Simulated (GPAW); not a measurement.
# Zr2CO2 MXene monolayer: work function by functional and basis

Wanted: work functions and dipole of Zr2CO2 MXene monolayer, with the cost of each level. Where a layer proves gapped, the work function hangs on where the smearing puts the Fermi level, and the band edges take its place.

Method: GPAW, PAW setups; layer in a repeated cell with vacuum, relaxation of atoms and in-plane cell, in the first sound run; inputs show where later runs differ, in GPAW 26.7.0.

**1. Starting point**

The cell holds 5 atoms: 2 O, 2 Zr and 1 C. Cell: a = 3.289 Å, b = 3.289 Å, c = 20.953 Å, α = 90.0°, β = 90.0°, γ = 120.0°. Vacuum lies along c.

**2. Relaxation**

The atoms are relaxed first, since the surface dipole, and with it the work function, follows the positions of the outer layers.

run.py

```python
import json
import numpy as np
from ase import Atoms
from ase.filters import FrechetCellFilter
from ase.optimize import BFGS
from gpaw import GPAW, PW

slab = Atoms(
    ['O', 'Zr', 'C', 'Zr', 'O'],
    positions=[
        [-0.00000, 1.89891, 8.00000],
        [1.64450, 0.94945, 9.17872],
        [0.00000, 0.00000, 10.47647],
        [-0.00000, 1.89891, 11.77423],
        [1.64450, 0.94945, 12.95295]],
    cell=[[3.289, 0.0, 0.0], [-1.6445, 2.84836, 0.0], [0.0, 0.0, 20.9529]],
    pbc=[True, True, True])

slab.calc = GPAW(mode=PW(600), xc='PBE', kpts={'size': (12, 12, 1), 'gamma': True},
                 occupations={'name': 'fermi-dirac', 'width': 0.05}, nbands='160%',
                 convergence={'density': 1e-05}, maxiter=200,
                 symmetry={'tolerance': 1e-3}, txt='slab.txt')
result = {}
# The in-plane cell is free; stress needs a cell that repeats along all three vectors
path = []
opt = BFGS(FrechetCellFilter(slab, mask=[1, 1, 0, 0, 0, 1]), maxstep=0.2)
opt.attach(lambda: path.append((slab.get_potential_energy(), slab.positions.tolist(), slab.get_forces().tolist())))
result['relaxed'] = bool(opt.run(fmax=0.02, steps=45))
result['path'] = path
result['cell'] = slab.cell.tolist()
print('in-plane lattice', slab.cell.cellpar().round(4)[[0, 1, 5]])
energy = slab.get_potential_energy()
fermi = slab.calc.get_fermi_level()
v = slab.calc.get_electrostatic_potential().mean((0, 1)) - fermi
n = slab.calc.get_pseudo_density().mean((0, 1))
L = slab.cell[2, 2]
z = np.arange(len(v)) * L / len(v)
low, high = slab.positions[:, 2].min(), slab.positions[:, 2].max()
below, above = np.interp([low - 5.8, high + 5.8], z, v)
slopes = [np.interp(x, z, np.gradient(v, z)) for x in (low - 5.8, high + 5.8)]
eps = np.array([[slab.calc.get_eigenvalues(k, s) for k in range(len(slab.calc.get_ibz_k_points()))]
                for s in range(slab.calc.get_number_of_spins())]) - fermi
top, bottom = eps[eps < 0].max(), eps[eps > 0].min()
dipole = slab.get_dipole_moment()[2]
print(f'energy {energy:.4f} eV, Fermi level {fermi:.4f} eV, dipole {dipole:.5f} e A')
print(f'potential 5.8 A off the faces, from the Fermi level: lower {below:.4f} eV, upper {above:.4f} eV')
print(f'slope of the potential there: lower {slopes[0]:.5f}, upper {slopes[1]:.5f} eV/A')
print(f'nearest levels on the mesh: {top:.4f} and {bottom:.4f} eV')
print('magnetic moment', round(slab.get_magnetic_moment(), 3))
result.update(energy=energy, fermi=fermi, dipole=dipole, below=below, above=above, slopes=slopes, edges=[top, bottom],
              z=z.tolist(), v=v.tolist(), n=n.tolist(), positions=slab.positions.tolist(),
              forces=slab.get_forces(apply_constraint=False).tolist(), moments=slab.get_magnetic_moments().tolist())
json.dump(result, open('result.json', 'w'))
```

Launch:

```console
$ OMP_NUM_THREADS=1 OPENBLAS_NUM_THREADS=1 python run.py
```

Output:

```text
Step          Energy          fmax
BFGS:    0      -44.553318        5.013407
BFGS:    1      -45.290228        2.263864
BFGS:    2      -45.520392        0.380702
BFGS:    3      -45.525957        0.314060
BFGS:    4      -45.542874        0.169190
BFGS:    5      -45.544765        0.138076
BFGS:    6      -45.546970        0.137527
BFGS:    7      -45.550628        0.102613
BFGS:    8      -45.555271        0.054982
BFGS:    9      -45.556997        0.018235
in-plane lattice [  3.2822   3.2822 120.    ]
energy -45.5570 eV, Fermi level -0.2840 eV, dipole 0.00074 e A
potential 5.8 A off the faces, from the Fermi level: lower 4.8912 eV, upper 4.8880 eV
slope of the potential there: lower 0.00019, upper 0.00115 eV/A
nearest levels on the mesh: -0.4409 and 0.4903 eV
magnetic moment 0.0
```

Wall time 6.5 min (1 thread of AMD EPYC 7B13 (Zen 3), shared host); peak memory 0.43 GiB.

Numbers from this step:

| Item | Value |
| --- | --- |
| dipole along the normal | 7.38e-4 e·Å |
| levels nearest the Fermi level on the mesh | -0.4409, 0.4903 eV from the Fermi level |

The electrostatic potential energy of an electron (without an applied field's), less the Fermi level, planar mean by z:

```tsv
z (Å)	electrostatic potential energy of an electron (without an applied field's), less the Fermi level, planar mean (eV)
0.0	4.89
0.5	4.89
1.0	4.89
1.5	4.89
2.0	4.89
2.5	4.89
3.0	4.89
3.5	4.89
4.0	4.89
4.5	4.89
5.0	4.89
5.5	4.89
6.0	4.88
6.5	4.81
7.0	4.45
7.5	2.34
8.0	-8.58
8.5	-13.4
9.0	-21.7
9.5	-13.6
10.0	-5.08
10.5	-9.41
11.0	-5.12
11.5	-15.0
12.0	-21.2
12.5	-13.1
13.0	-7.09
13.5	2.71
14.0	4.50
14.5	4.81
15.0	4.87
15.5	4.88
16.0	4.88
16.5	4.89
17.0	4.89
17.5	4.89
18.0	4.89
18.5	4.89
19.0	4.89
19.5	4.89
20.0	4.89
20.5	4.89
```

Pseudo valence density, planar mean against z:

```tsv
z (Å)	pseudo valence density, planar mean (e/Å³)
5	3.6e-5
6	9.7e-4
7	0.0298
8	0.753
9	1.15
10	0.432
11	0.426
12	1.13
13	0.693
14	0.0254
15	8.1e-4
16	3.1e-5
```

The relaxation lowered the energy of the cell by 1.00 eV (energies extrapolated to zero smearing; the optimiser's log prints free energies). The largest force left on a free atom is 0.018 eV/Å.

**3. The slab's potential**

With the geometry fixed, the planar mean of the potential gives the vacuum level on each side.

This step: GPAW, PAW setups; slab in vacuum (GPAW 26.7.0).

The cell differs from the one that the last finished run ended in (c 20.953 → 20.642 Å).

Edit run.py of step 2 so:

```diff
@@ -3,4 +3,2 @@
 from ase import Atoms
-from ase.filters import FrechetCellFilter
-from ase.optimize import BFGS
 from gpaw import GPAW, PW
@@ -10,23 +8,16 @@
     positions=[
-        [-0.00000, 1.89891, 8.00000],
-        [1.64450, 0.94945, 9.17872],
-        [0.00000, 0.00000, 10.47647],
-        [-0.00000, 1.89891, 11.77423],
-        [1.64450, 0.94945, 12.95295]],
-    cell=[[3.289, 0.0, 0.0], [-1.6445, 2.84836, 0.0], [0.0, 0.0, 20.9529]],
-    pbc=[True, True, True])
+        [0.00000, 1.89499, 8.00000],
+        [1.64111, 0.94749, 8.92181],
+        [-0.00000, -0.00000, 10.32116],
+        [0.00000, 1.89499, 11.72052],
+        [1.64111, 0.94749, 12.64233]],
+    cell=[[3.28222, 0.0, 0.0], [-1.64111, 2.84249, 0.0], [0.0, 0.0, 20.6423]],
+    pbc=[True, True, False])
 
-slab.calc = GPAW(mode=PW(600), xc='PBE', kpts={'size': (12, 12, 1), 'gamma': True},
+slab.calc = GPAW(mode=PW(500), xc='PBE', kpts={'size': (12, 12, 1), 'gamma': True},
                  occupations={'name': 'fermi-dirac', 'width': 0.05}, nbands='160%',
                  convergence={'density': 1e-05}, maxiter=200,
+                 poissonsolver={'dipolelayer': 'xy'},
                  symmetry={'tolerance': 1e-3}, txt='slab.txt')
 result = {}
-# The in-plane cell is free; stress needs a cell that repeats along all three vectors
-path = []
-opt = BFGS(FrechetCellFilter(slab, mask=[1, 1, 0, 0, 0, 1]), maxstep=0.2)
-opt.attach(lambda: path.append((slab.get_potential_energy(), slab.positions.tolist(), slab.get_forces().tolist())))
-result['relaxed'] = bool(opt.run(fmax=0.02, steps=45))
-result['path'] = path
-result['cell'] = slab.cell.tolist()
-print('in-plane lattice', slab.cell.cellpar().round(4)[[0, 1, 5]])
 energy = slab.get_potential_energy()
```

Output:

```text
energy -44.8428 eV, Fermi level -0.2089 eV, dipole 0.00044 e A
potential 5.8 A off the faces, from the Fermi level: lower 4.8896 eV, upper 4.8814 eV
slope of the potential there: lower 0.00051, upper -0.00051 eV/A
nearest levels on the mesh: -0.4377 and 0.4868 eV
magnetic moment 0.0
```

Elapsed: 52 s, on 1 thread; peak memory 0.25 GiB.

This step gave:

```yaml
dipole_along_the_normal: 4.39e-4 e·Å
levels_nearest_the_fermi_level_on_the_mesh: -0.4377, 0.4868 eV from the Fermi level
upper_work_function: 4.881 eV
lower_work_function: 4.890 eV
upper_ionisation_energy: 5.319 eV
```

Electrostatic potential energy of an electron (without an applied field's), less the Fermi level, planar mean against z:

```tsv
z (Å)	electrostatic potential energy of an electron (without an applied field's), less the Fermi level, planar mean (eV)
0.0	4.89
0.5	4.89
1.0	4.89
1.5	4.89
2.0	4.89
2.5	4.89
3.0	4.89
3.5	4.89
4.0	4.89
4.5	4.89
5.0	4.89
5.5	4.88
6.0	4.86
6.5	4.75
7.0	4.12
7.5	0.389
8.0	-12.3
8.5	-15.5
9.0	-21.5
9.5	-9.48
10.0	-5.89
10.5	-7.80
11.0	-6.66
11.5	-19.1
12.0	-18.5
12.5	-13.2
13.0	-2.46
13.5	3.62
14.0	4.65
14.5	4.84
15.0	4.87
15.5	4.88
16.0	4.88
16.5	4.88
17.0	4.88
17.5	4.88
18.0	4.88
18.5	4.88
19.0	4.88
19.5	4.88
20.0	4.88
20.5	4.88
```

Table of pseudo valence density, planar mean by z:

```tsv
z (Å)	pseudo valence density, planar mean (e/Å³)
5	6.3e-5
6	0.00167
7	0.0545
8	0.873
9	1.13
10	0.450
11	0.448
12	0.992
13	0.493
14	0.0149
15	5.0e-4
16	2.0e-5
```

The layer is gapped, so the Fermi level lies somewhere inside the gap, set by smearing and numerics, and these work functions are no property of the material; the band edges below the vacuum level are. The potential is flat to 5.1e-4 eV/Å where it is read, so the vacuum is wide enough.

**4. Self-consistent run: xc = "revPBE"**

The same geometry under revPBE, to see how far the functional moves the levels against the vacuum.

Edit run.py of step 3 so:

```diff
@@ -16,3 +16,3 @@
 
-slab.calc = GPAW(mode=PW(500), xc='PBE', kpts={'size': (12, 12, 1), 'gamma': True},
+slab.calc = GPAW(mode=PW(500), xc='revPBE', kpts={'size': (12, 12, 1), 'gamma': True},
                  occupations={'name': 'fermi-dirac', 'width': 0.05}, nbands='160%',
```

Output:

```text
energy -43.1393 eV, Fermi level -0.0789 eV, dipole 0.00044 e A
potential 5.8 A off the faces, from the Fermi level: lower 4.7429 eV, upper 4.7346 eV
slope of the potential there: lower 0.00051, upper -0.00051 eV/A
nearest levels on the mesh: -0.4453 and 0.4945 eV
magnetic moment 0.0
```

Run time: 47 s. Hardware: 1 thread; peak memory 0.26 GiB.

This step gave:

```yaml
levels_nearest_the_fermi_level_on_the_mesh: -0.4453, 0.4945 eV from the Fermi level
upper_work_function: 4.735 eV
lower_work_function: 4.743 eV
upper_ionisation_energy: 5.180 eV
```

Electrostatic potential energy of an electron (without an applied field's), less the Fermi level, planar mean against z:

```tsv
z (Å)	electrostatic potential energy of an electron (without an applied field's), less the Fermi level, planar mean (eV)
0	4.74
1	4.74
2	4.74
3	4.74
4	4.74
5	4.74
6	4.71
7	3.98
8	-12.4
9	-21.6
10	-5.97
11	-6.74
12	-18.6
13	-2.58
14	4.51
15	4.72
16	4.73
17	4.73
18	4.73
19	4.73
20	4.73
```

Pseudo valence density, planar mean against z:

```tsv
z (Å)	pseudo valence density, planar mean (e/Å³)
0.00	0
0.57	0
1.15	0
1.72	0
2.29	0
2.68	0
3.25	0
3.82	3.0e-6
4.40	1.1e-5
4.97	6.0e-5
5.54	3.6e-4
6.12	0.00234
6.69	0.0166
7.26	0.135
7.65	0.497
8.22	0.872
8.79	1.14
9.37	0.626
9.94	0.443
10.51	0.466
11.09	0.467
11.66	1.16
12.23	0.842
12.81	0.747
13.19	0.270
13.76	0.0328
14.33	0.00436
14.91	6.5e-4
15.48	1.0e-4
16.06	1.8e-5
16.63	3.3e-6
17.20	1.6e-6
17.78	0
18.16	0
18.73	0
19.30	0
19.88	0
20.45	0
```

Force by atom:

```tsv
atom	x (eV/Å)	y (eV/Å)	z (eV/Å)	size
O1	0.000	0.000	-0.190	0.190
Zr2	0.000	0.000	0.065	0.065
C3	0.000	0.000	0.000	0.000
Zr4	0.000	0.000	-0.065	0.065
O5	0.000	0.000	0.190	0.190
```

The highest filled level lies 0.445 eV under the Fermi level, so the ionisation energy from the upper face is 4.735 + 0.445 = 5.180 eV, against 5.319 eV in the base run.

**5. Self-consistent run: xc = "RPBE"**

The same geometry under RPBE, to see how far the functional moves the levels against the vacuum.

Edit run.py of step 4 so:

```diff
@@ -16,3 +16,3 @@
 
-slab.calc = GPAW(mode=PW(500), xc='revPBE', kpts={'size': (12, 12, 1), 'gamma': True},
+slab.calc = GPAW(mode=PW(500), xc='RPBE', kpts={'size': (12, 12, 1), 'gamma': True},
                  occupations={'name': 'fermi-dirac', 'width': 0.05}, nbands='160%',
```

Output:

```text
energy -42.8357 eV, Fermi level -0.0610 eV, dipole 0.00044 e A
potential 5.8 A off the faces, from the Fermi level: lower 4.7318 eV, upper 4.7235 eV
slope of the potential there: lower 0.00051, upper -0.00051 eV/A
nearest levels on the mesh: -0.4486 and 0.4979 eV
magnetic moment 0.0
```

Run time: 48 s. Hardware: 1 thread; peak memory 0.25 GiB.

This step gave:

| Quantity | Value |
| --- | --- |
| levels nearest the Fermi level on the mesh | -0.4486, 0.4979 eV from the Fermi level |
| upper work function | 4.723 eV |
| lower work function | 4.732 eV |
| upper ionisation energy | 5.172 eV |

Table of electrostatic potential energy of an electron (without an applied field's), less the Fermi level, planar mean by z:

```tsv
z (Å)	electrostatic potential energy of an electron (without an applied field's), less the Fermi level, planar mean (eV)
0	4.73
1	4.73
2	4.73
3	4.73
4	4.73
5	4.73
6	4.70
7	3.96
8	-12.4
9	-21.6
10	-6.00
11	-6.77
12	-18.6
13	-2.61
14	4.49
15	4.71
16	4.72
17	4.72
18	4.72
19	4.72
20	4.72
```

The highest filled level lies 0.449 eV under the Fermi level, so the ionisation energy from the upper face is 4.723 + 0.449 = 5.172 eV, against 5.319 eV in the base run.

**6. Self-consistent run: xc = "vdW-DF2"**

The same geometry under vdW-DF2, to see how far the functional moves the levels against the vacuum (the van der Waals functionals take revPBE setups).

Edit run.py of step 5 so:

```diff
@@ -16,3 +16,3 @@
 
-slab.calc = GPAW(mode=PW(500), xc='RPBE', kpts={'size': (12, 12, 1), 'gamma': True},
+slab.calc = GPAW(mode=PW(500), xc='vdW-DF2', kpts={'size': (12, 12, 1), 'gamma': True},
                  occupations={'name': 'fermi-dirac', 'width': 0.05}, nbands='160%',
```

Output:

```text
energy -230.3279 eV, Fermi level -0.4867 eV, dipole 0.00044 e A
potential 5.8 A off the faces, from the Fermi level: lower 5.3311 eV, upper 5.3228 eV
slope of the potential there: lower 0.00048, upper -0.00048 eV/A
nearest levels on the mesh: -0.4999 and 0.5493 eV
magnetic moment 0.0
```

The job ended after 66 s (1 thread; peak memory 0.43 GiB).

Numbers from this step:

```
levels nearest the Fermi level on the mesh : -0.4999, 0.5493 eV from the Fermi level
upper work function                        : 5.323 eV
lower work function                        : 5.331 eV
upper ionisation energy                    : 5.823 eV
```

Table of electrostatic potential energy of an electron (without an applied field's), less the Fermi level, planar mean by z:

z (Å), electrostatic potential energy of an electron (without an applied field's), less the Fermi level, planar mean (eV) and a bar from the least value:
```
      0.0        5.3 ##############################
      0.5        5.3 ##############################
      1.0        5.3 ##############################
      1.5        5.3 ##############################
      2.0        5.3 ##############################
      2.5        5.3 ##############################
      3.0        5.3 ##############################
      3.5        5.3 ##############################
      4.0        5.3 ##############################
      4.5        5.3 ##############################
      5.0        5.3 ##############################
      5.5        5.3 ##############################
      6.0        5.3 ##############################
      6.5        5.2 ##############################
      7.0        4.5 #############################
      7.5        0.6 #########################
      8.0      -12.2 ###########
      8.5      -15.7 #######
      9.0      -21.8 
      9.5       -9.7 #############
     10.0       -6.0 ##################
     10.5       -7.9 ###############
     11.0       -6.9 #################
     11.5      -19.4 ###
     12.0      -18.7 ###
     12.5      -13.1 ##########
     13.0       -2.3 ######################
     13.5        3.9 ############################
     14.0        5.0 ##############################
     14.5        5.3 ##############################
     15.0        5.3 ##############################
     15.5        5.3 ##############################
     16.0        5.3 ##############################
     16.5        5.3 ##############################
     17.0        5.3 ##############################
     17.5        5.3 ##############################
     18.0        5.3 ##############################
     18.5        5.3 ##############################
     19.0        5.3 ##############################
     19.5        5.3 ##############################
     20.0        5.3 ##############################
     20.5        5.3 ##############################
```

The highest filled level lies 0.500 eV under the Fermi level, so the ionisation energy from the upper face is 5.323 + 0.500 = 5.823 eV, against 5.319 eV in the base run.

**7. Self-consistent run: xc = "LDA"**

The same geometry under LDA, to see how far the functional moves the levels against the vacuum.

Edit run.py of step 6 so:

```diff
@@ -16,3 +16,3 @@
 
-slab.calc = GPAW(mode=PW(500), xc='vdW-DF2', kpts={'size': (12, 12, 1), 'gamma': True},
+slab.calc = GPAW(mode=PW(500), xc='LDA', kpts={'size': (12, 12, 1), 'gamma': True},
                  occupations={'name': 'fermi-dirac', 'width': 0.05}, nbands='160%',
```

Output:

```text
energy -49.0617 eV, Fermi level -0.5735 eV, dipole 0.00044 e A
potential 5.8 A off the faces, from the Fermi level: lower 5.2681 eV, upper 5.2598 eV
slope of the potential there: lower 0.00051, upper -0.00051 eV/A
nearest levels on the mesh: -0.4080 and 0.4571 eV
magnetic moment 0.0
```

Wall time 46 s (1 thread); peak memory 0.26 GiB.

Numbers from this step:

```
dipole along the normal                    : 4.40e-4 e·Å
levels nearest the Fermi level on the mesh : -0.4080, 0.4571 eV from the Fermi level
upper work function                        : 5.260 eV
lower work function                        : 5.268 eV
upper ionisation energy                    : 5.668 eV
```

Electrostatic potential energy of an electron (without an applied field's), less the Fermi level, planar mean against z:

```tsv
z (Å)	electrostatic potential energy of an electron (without an applied field's), less the Fermi level, planar mean (eV)
0	5.26
1	5.27
2	5.27
3	5.27
4	5.27
5	5.27
6	5.24
7	4.50
8	-12.0
9	-21.2
10	-5.60
11	-6.35
12	-18.2
13	-2.12
14	5.04
15	5.25
16	5.26
17	5.26
18	5.26
19	5.26
20	5.26
```

The highest filled level lies 0.408 eV under the Fermi level, so the ionisation energy from the upper face is 5.260 + 0.408 = 5.668 eV, against 5.319 eV in the base run.

**8. OptPBE vdW: xc = "optPBE-vdW"**

The same geometry under optPBE-vdW, to see how far the functional moves the levels against the vacuum (the van der Waals functionals take revPBE setups).

Edit run.py of step 7 so:

```diff
@@ -16,3 +16,3 @@
 
-slab.calc = GPAW(mode=PW(500), xc='LDA', kpts={'size': (12, 12, 1), 'gamma': True},
+slab.calc = GPAW(mode=PW(500), xc='optPBE-vdW', kpts={'size': (12, 12, 1), 'gamma': True},
                  occupations={'name': 'fermi-dirac', 'width': 0.05}, nbands='160%',
```

Output:

```text
energy -77.5891 eV, Fermi level -0.3755 eV, dipole 0.00044 e A
potential 5.8 A off the faces, from the Fermi level: lower 5.1210 eV, upper 5.1127 eV
slope of the potential there: lower 0.00052, upper -0.00052 eV/A
nearest levels on the mesh: -0.4610 and 0.5103 eV
magnetic moment 0.0
```

It took 77 s on 1 thread; peak memory 0.43 GiB.

Numbers from this step:

* dipole along the normal: 4.39e-4 e·Å
* levels nearest the Fermi level on the mesh: -0.4610, 0.5103 eV from the Fermi level
* upper work function: 5.113 eV
* lower work function: 5.121 eV
* upper ionisation energy: 5.574 eV

The highest filled level lies 0.461 eV under the Fermi level, so the ionisation energy from the upper face is 5.113 + 0.461 = 5.574 eV, against 5.319 eV in the base run.

(Continued in part 2 of 2.)

[Logs are printed without paths, hosts, clocks, repeated set-up lines and the standing remarks that a program may print on its own settings, such as how far it seeks lower states.]

[Hosts, paths, dates, database ids (printed as entryN), source tags and the programs' standing remarks are cut or masked in the printed files.]
